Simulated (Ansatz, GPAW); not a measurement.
**SrLiCl3 (Pm-3m): refractive index against wavelength**

The refractive index of SrLiCl3 (Pm-3m) below the direct gap (4.21 eV on the mesh) is read from one computed spectrum, n = √(Re ε).

It takes space group Pm-3m (No. 221, cubic). The conventional cell has a = 4.805 Å, b = 4.805 Å, c = 4.805 Å, α = 90.00°, β = 90.00°, γ = 90.00°. Sr on site a has 12 Cl at 3.40 Å as nearest neighbours. Cl on site c is surrounded by 2 Li at 2.40 Å. Around Li on site b lie 6 Cl at 2.40 Å.

Method: GPAW 26.7.0, PBE, RPA, k-mesh 6×6×6, local fields up to 80 eV, Lorentzian half width 0.1 eV.

Launch of the response step: `OMP_NUM_THREADS=1 python df.py`. The run took 45 s, its band step included, on 1 thread of Intel(R) Xeon(R) 6975P-C (Granite Rapids), with other jobs on the host.

```
wavelength (nm)  photon energy E (eV)       n
           1310                 0.946  1.7453
           1064                 1.165  1.7492
            850                 1.459  1.7558
            700                 1.771  1.7649
            633                 1.959  1.7714
            532                 2.331  1.7870
            450                 2.755       ?
```

In the single-oscillator model n² − 1 = E₀E_d/(E₀² − E²), so 1/(n² − 1) = E₀/E_d − E²/(E₀E_d) is linear in E².

Working, on the rows shown:

| x = E² (eV²) | y = 1/(n² − 1) |
| --- | --- |
| 0.895757 | 0.488741 |
| 1.35784 | 0.485507 |
| 2.12762 | 0.480115 |
| 3.13716 | 0.472842 |
| 3.83641 | 0.467758 |
| 5.43137 | 0.45592 |

Means: x̄ = 2.7977, ȳ = 0.47515. Σ(x − x̄)(y − ȳ) = -0.1032, Σ(x − x̄)² = 14.27. Slope = -0.1032 / 14.27 = -0.007232; intercept = ȳ − slope · x̄ = 0.49538. Turned back into n, the line misses the rows shown by at most 0.00024.

Predict the last column of the withheld row from the fit.

At x = 7.5912 the line gives y = 0.44048, that is 1.8084. The run gave 1.8101, so the extrapolation is off by 0.0017, 3 % of the range in the table.

Refitted with all rows, the slope is -0.007377 and the intercept 0.49571. These give E₀ = √(intercept/−slope) = 8.20 eV and E_d = E₀/intercept = 16.5 eV; E₀ is 1.9 times the direct gap. The electronic limit at long wavelengths, without lattice vibrations, is n = √(1 + 1/intercept) = 1.737. The structure is a model and need not exist. Excitons are left out; PBE gaps are as a rule too small. The values come from a sum over the points of one k-mesh and carry its error, which grows as the direct gap shrinks. Spin-orbit coupling is left out.

[Logs are printed without paths, hosts, clocks, repeated set-up lines and the standing remarks that a program may print on its own settings, such as how far it seeks lower states.]
